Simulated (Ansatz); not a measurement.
# Sn wire along [111], 38 atoms a period, H-terminated: bands by functional and under strain

Aim: is the Sn wire along [111], 38 atoms a period, H-terminated a metal or a semiconductor?

Main program and level: Ansatz 0.2.0; DFT PBE, plane waves, PAW; relaxation of a wire's period; PAW set soft_1, in the first sound run; inputs show where later runs differ.

Report form: the programs' logs are mostly left out.

### Step 1. Set-up

The cell holds 68 atoms: 38 Sn and 30 H. Its edges and angles: a = 19.062 Å, b = 20.959 Å, c = 11.518 Å, α = 90.0°, β = 90.0°, γ = 90.0°. Vacuum lies along a and b. The structure's axis is c.

### Step 2. Relaxing the period

Band widths follow the bond lengths, so the wire is relaxed first. The atoms and the third cell vector are free; the box across stays fixed as vacuum. A Fermi-Dirac smearing is set since the result may be a metal. The pressure printed is a third of the stress's trace over the whole box, vacuum included; only the stress along the axis is relaxed.

input.yaml

```yaml
crystal:
  lattice:
    - [19.062, 0.0, 0.0]
    - [0.0, 20.959, 0.0]
    - [0.0, 0.0, 11.5181378703]
  atoms:
    - { symbol: Sn, position: [0.253324363, 0.500005634, 0.0] }
    - { symbol: Sn, position: [0.376665568, 0.694302914, 0.0] }
    - { symbol: Sn, position: [0.500006773, 0.500005634, 0.0] }
    - { symbol: Sn, position: [0.623347978, 0.694302914, 0.0] }
    - { symbol: Sn, position: [0.253324363, 0.500005634, 0.25] }
    - { symbol: Sn, position: [0.376665568, 0.305708354, 0.25] }
    - { symbol: Sn, position: [0.376665568, 0.694302914, 0.25] }
    - { symbol: Sn, position: [0.500006773, 0.500005634, 0.25] }
[... 56 atom lines left out ...]
    - { symbol: H, position: [0.821648212, 0.331113557, 0.967311427] }
    - { symbol: Sn, position: [0.376665568, 0.305708354, 0.0] }
    - { symbol: Sn, position: [0.623347978, 0.305708354, 0.0] }
    - { symbol: Sn, position: [0.746689183, 0.500005634, 0.0] }
kpoints:
  mp_grid: { grid: [1, 1, 7] }
scf:
  occupations: { method: fermi_dirac, width: 0.05 }
hamiltonian:
  xc: pbe
  pseudopotentials: { kind: paw, azcp: { folder: soft_1 } }
relax:
  cell: { fix: [a, b, alpha, beta, gamma] }
  max_steps: 45
  f_tol: 0.03
```

Run with:

```console
$ ansatz run input.yaml --threads 16 --pin off --max-ram 61440MiB --backend cuda --events-out ev --progress --plain --runs-dir out --max-vram 78GiB
```

The job ended after 13 s (1 × NVIDIA GB200 with 16 threads of Arm Neoverse V2, shared host; peak memory 2.1 GiB; 45 s of CPU time).

Relaxation path:

| step | energy less that of the first step (eV) | largest force component (eV/Å) | pressure (GPa) | volume (Å³) |
| --- | --- | --- | --- | --- |
| 1 | 0.0000 | 0.1989 | -0.36 | 4601.73 |
| 2 | 0.9413 | 1.0637 | 0.50 | 4566.74 |
| 3 | -0.2156 | 0.0713 | -0.07 | 4598.73 |
| 4 | -0.2231 | 0.0231 | -0.03 | 4606.89 |
| 5 | -0.2235 | 0.0231 | -0.03 | 4606.89 |

Relaxation step 2 was tried and not accepted.

Forces are held to the 4 operations that the run works with; a distortion that breaks them can't arise in this run.

| cell as run | before | after | change |
| --- | --- | --- | --- |
| c (Å) | 11.518 | 11.531 | +0.1 % |

The atoms that moved most (Å, along periodic axes as changes of fractional coordinates times the final cell, across vacuum about the mean position):

| atom | dx | dy | dz | length |
| --- | --- | --- | --- | --- |
| H15 | 0.066 | 0.030 | -0.035 | 0.080 |
| H57 | 0.066 | -0.030 | 0.035 | 0.080 |
| H20 | -0.066 | 0.030 | -0.035 | 0.080 |
| H62 | -0.066 | -0.030 | 0.035 | 0.080 |
| H59 | 0.008 | 0.072 | 0.035 | 0.080 |
| H60 | -0.008 | 0.072 | 0.035 | 0.080 |
| H17 | 0.008 | -0.072 | -0.035 | 0.080 |
| H18 | -0.008 | -0.072 | -0.035 | 0.080 |

Numbers from this step:

| Item | Value |
| --- | --- |
| cell length along the wire | 11.53 Å |

The cell's length comes to 11.531 Å with spin left out.

### Step 3. Bands of the perfect wire

This step: DFT PBE, plane waves, PAW; bands of a perfect wire; PAW set soft_1 (Ansatz 0.2.0).

At the relaxed period the bands are computed along the axis; those that cross an energy going forward count the channels that a perfect wire would open there.

input.yaml

```yaml
crystal:
  lattice:
    - [19.062, 0.0, 0.0]
    - [0.0, 20.959, 0.0]
    - [0.0, 0.0, 11.5310475811]
  atoms:
    - { symbol: Sn, position: [0.256680768, 0.498786942, 0.001659406] }
    - { symbol: Sn, position: [0.379491462, 0.692269654, 0.001651858] }
    - { symbol: Sn, position: [0.5, 0.500001488, 0.999843737] }
    - { symbol: Sn, position: [0.620508538, 0.692269654, 0.001651858] }
    - { symbol: Sn, position: [0.256680768, 0.501213058, 0.248340594] }
    - { symbol: Sn, position: [0.379491462, 0.307730346, 0.248348142] }
    - { symbol: Sn, position: [0.377183617, 0.69105403, 0.248336032] }
    - { symbol: Sn, position: [0.5, 0.499998512, 0.250156263] }
[... 56 atom lines left out ...]
    - { symbol: H, position: [0.818676917, 0.332675051, 0.966284631] }
    - { symbol: Sn, position: [0.377183617, 0.30894597, 0.001663968] }
    - { symbol: Sn, position: [0.622816383, 0.30894597, 0.001663968] }
    - { symbol: Sn, position: [0.743319232, 0.498786942, 0.001659406] }
kpoints:
  mp_grid: { grid: [1, 1, 7] }
  band_path: { path: ["Γ", Z], npoints: 90 }
scf:
  occupations: { method: fermi_dirac, width: 0.05 }
hamiltonian:
  xc: pbe
  pseudopotentials: { kind: paw, azcp: { folder: soft_1 } }
output:
  dos: { e_range: [-5, 4] }
  write_potential: true
  write_density: true
  volumetric_format: npy
```

Run time: 49 s. Hardware: 1 × NVIDIA GB200 with 16 threads; peak memory 3.7 GiB.

This step gave:

* band gap: 1.131 eV

Electronic bands along the path, in eV, zero at the Fermi level; v1 is the highest filled band, c1 the lowest empty one:

| point | v4 | v3 | v2 | v1 | c1 | c2 | c3 | c4 |
| --- | --- | --- | --- | --- | --- | --- | --- | --- |
| Γ | -1.18 | -1.12 | -1.12 | -0.56 | 0.57 | 1.22 | 1.22 | 1.39 |
| halfway | -1.31 | -1.03 | -1.03 | -1.02 | 0.87 | 0.98 | 0.98 | 1.13 |
| Z | -1.24 | -1.24 | -1.14 | -1.14 | 0.81 | 0.91 | 0.91 | 1.26 |

The gap is 1.13 eV, with spin left out.

On this path the gap is direct, 1.13 eV, with the valence top at Γ and the conduction bottom at Γ.

### Step 4. Levels at the same atoms, cutoff 500 eV, k-mesh 1×1×6

This step: DFT r2SCAN, plane waves, PAW; bands of a perfect wire at the PBE geometry; PAW set soft_1 (Ansatz 0.2.0).

The atoms stay at the PBE geometry and the functional changes. r2SCAN also reads the kinetic-energy density; it often gives larger moments and wider gaps than PBE, at a higher cost. Against the first PBE run of this kind, the cutoff is 500 eV against 420 and the mesh along the wire has 6 points against 7.

Edit input.yaml of step 3 so:

```diff
@@ -75,3 +75,3 @@
 kpoints:
-  mp_grid: { grid: [1, 1, 7] }
+  mp_grid: { grid: [1, 1, 6] }
   band_path: { path: ["Γ", Z], npoints: 90 }
@@ -80,8 +80,3 @@
 hamiltonian:
-  xc: pbe
+  xc: r2scan
   pseudopotentials: { kind: paw, azcp: { folder: soft_1 } }
-output:
-  dos: { e_range: [-5, 4] }
-  write_potential: true
-  write_density: true
-  volumetric_format: npy
```

Run time: 44 s. Hardware: 1 × NVIDIA GB200 with 16 threads; peak memory 7.3 GiB.

This step gave:

```yaml
band_gap: 1.429 eV
```

The electronic bands at the labelled points (eV, zero at the Fermi level; v1 is the highest filled band, c1 the lowest empty one):

| point | v4 | v3 | v2 | v1 | c1 | c2 | c3 | c4 |
| --- | --- | --- | --- | --- | --- | --- | --- | --- |
| Γ | -1.36 | -1.29 | -1.29 | -0.71 | 0.72 | 1.34 | 1.34 | 1.47 |
| halfway | -1.51 | -1.21 | -1.21 | -1.18 | 1.00 | 1.09 | 1.09 | 1.25 |
| Z | -1.43 | -1.43 | -1.33 | -1.33 | 0.92 | 1.01 | 1.01 | 1.38 |

The gap is 1.43 eV, against 1.13 eV under PBE at the relaxed period.

### Step 5. Strain along the wire, period over the relaxed period 1.03

This step: DFT PBE, plane waves, PAW; relaxation at a fixed period; PAW set soft_1 (Ansatz 0.2.0).

The period is set to 1.03 times the relaxed one and the atoms relax within it: strain changes bond lengths and angles, which shifts the bands against each other. Against the first PBE run of this kind, the mesh along the wire has 6 points against 7.

The cell differs from the one that the last finished run ended in (c 11.531 → 11.877 Å).

Edit input.yaml of step 4 so:

```diff
@@ -4,3 +4,3 @@
     - [0.0, 20.959, 0.0]
-    - [0.0, 0.0, 11.5310475811]
+    - [0.0, 0.0, 11.8769790086]
   atoms:
@@ -80,3 +80,8 @@
 hamiltonian:
-  xc: r2scan
+  xc: pbe
   pseudopotentials: { kind: paw, azcp: { folder: soft_1 } }
+relax:
+  max_steps: 40
+  f_tol: 0.02
+output:
+  stress: true
```

Run time: 36 s. Hardware: 1 × NVIDIA GB200 with 16 threads; peak memory 2.6 GiB; 70 s of CPU time.

The steps of the relaxation:

| step | energy less that of the first step (eV) | largest force component (eV/Å) |
| --- | --- | --- |
| 1 | 0.0000 | 0.2570 |
| 2 | 1.6780 | 2.1391 |
| 3 | -0.1579 | 0.2667 |
| 4 | -0.1977 | 0.0593 |
| 5 | -0.2057 | 0.0039 |

Relaxation step 2 was tried and not accepted.

The run keeps the 4 symmetry operations that it works with, so distortions that break them were not tested.

The atoms that moved most (Å):

| atom | dx | dy | dz | length |
| --- | --- | --- | --- | --- |
| H36 | -0.003 | -0.030 | 0.117 | 0.121 |
| H35 | 0.003 | -0.030 | 0.117 | 0.121 |
| H42 | -0.003 | 0.030 | -0.117 | 0.121 |
| H41 | 0.003 | 0.030 | -0.117 | 0.121 |
| H43 | -0.024 | -0.018 | -0.117 | 0.121 |
| H40 | 0.024 | -0.018 | -0.117 | 0.121 |
| H37 | -0.024 | 0.018 | 0.117 | 0.121 |
| H34 | 0.024 | 0.018 | 0.117 | 0.121 |

Numbers from this step:

```
band gap : 0.9854 eV
```

Electronic bands along the path, in eV, zero at the Fermi level; v1 is the highest filled band, c1 the lowest empty one:

| point | v4 | v3 | v2 | v1 | c1 | c2 | c3 | c4 |
| --- | --- | --- | --- | --- | --- | --- | --- | --- |
| Γ | -1.01 | -0.99 | -0.99 | -0.49 | 0.49 | 1.19 | 1.19 | 1.41 |
| halfway | -1.08 | -1.00 | -0.89 | -0.89 | 0.88 | 0.99 | 0.99 | 1.17 |
| Z | -1.08 | -1.08 | -0.97 | -0.97 | 0.83 | 0.95 | 0.95 | 1.37 |

The gap is 0.985 eV, against 1.13 eV under PBE at the relaxed period.

### Step 6. Strain along the wire, period over the relaxed period 0.94

The period is set to 0.94 times the relaxed one and the atoms relax within it: strain changes bond lengths and angles, which shifts the bands against each other. Against the first PBE run of this kind, the mesh along the wire has 6 points against 7.

The cell differs from the one that the last finished run ended in (c 11.877 → 10.839 Å).

Edit input.yaml of step 5 so:

```diff
@@ -4,3 +4,3 @@
     - [0.0, 20.959, 0.0]
-    - [0.0, 0.0, 11.8769790086]
+    - [0.0, 0.0, 10.8391847263]
   atoms:
```

Elapsed: 30 s, on 1 × NVIDIA GB200 with 16 threads; peak memory 2.6 GiB; 1.7 min of CPU time.

Step by step:

| step | energy less that of the first step (eV) | largest force component (eV/Å) |
| --- | --- | --- |
| 1 | 0.0000 | 0.9218 |
| 2 | 0.3036 | 1.2465 |
| 3 | -1.0717 | 0.1905 |
| 4 | -1.3006 | 0.0542 |
| 5 | -1.3456 | 0.0168 |
| 6 | -1.3487 | 0.0111 |

Relaxation step 2 was tried and not accepted.

Forces are held to the 4 operations that the run works with; a distortion that breaks them can't arise in this run.

The atoms that moved most (Å):

| atom | dx | dy | dz | length |
| --- | --- | --- | --- | --- |
| H39 | -0.016 | 0.010 | 0.265 | 0.266 |
| H44 | 0.016 | 0.010 | 0.265 | 0.266 |
| H33 | -0.016 | -0.010 | -0.265 | 0.266 |
| H38 | 0.016 | -0.010 | -0.265 | 0.266 |
| H37 | 0.017 | -0.009 | -0.265 | 0.266 |
| H34 | -0.017 | -0.009 | -0.265 | 0.266 |
| H43 | 0.017 | 0.009 | 0.265 | 0.266 |
| H40 | -0.017 | 0.009 | 0.265 | 0.266 |

Numbers from this step:

| Quantity | Value |
| --- | --- |
| band gap | 1.306 eV |

The gap is 1.31 eV, against 1.13 eV under PBE at the relaxed period.

### Step 7. Results

```
cell length, PBE           : 11.53 Å
gap, PBE                   : 1.13 eV
gap, r2SCAN                : 1.43 eV
gap, period scaled by 1.03 : 0.985 eV
gap, period scaled by 0.94 : 1.31 eV
```

What this shows: Under PBE the cell's length is 11.53 Å, and a gap of 1.13 eV makes it a semiconductor. At the relaxed period the wire is gapped under every functional, from 1.13 eV (PBE) to 1.43 eV (r2SCAN). Weak screening in one dimension makes quasiparticle gaps larger than the semilocal gaps, as a rule. Strain matters: under PBE the gap goes from 1.13 eV to 1.31 eV at 0.94 times the period and 0.985 eV at 1.03 times the period.

[Logs are printed without paths, hosts, clocks, repeated set-up lines and the standing remarks that a program may print on its own settings, such as how far it seeks lower states.]

[Hosts, paths, dates, database ids (printed as entryN), source tags and the programs' standing remarks are cut or masked in the printed files.]
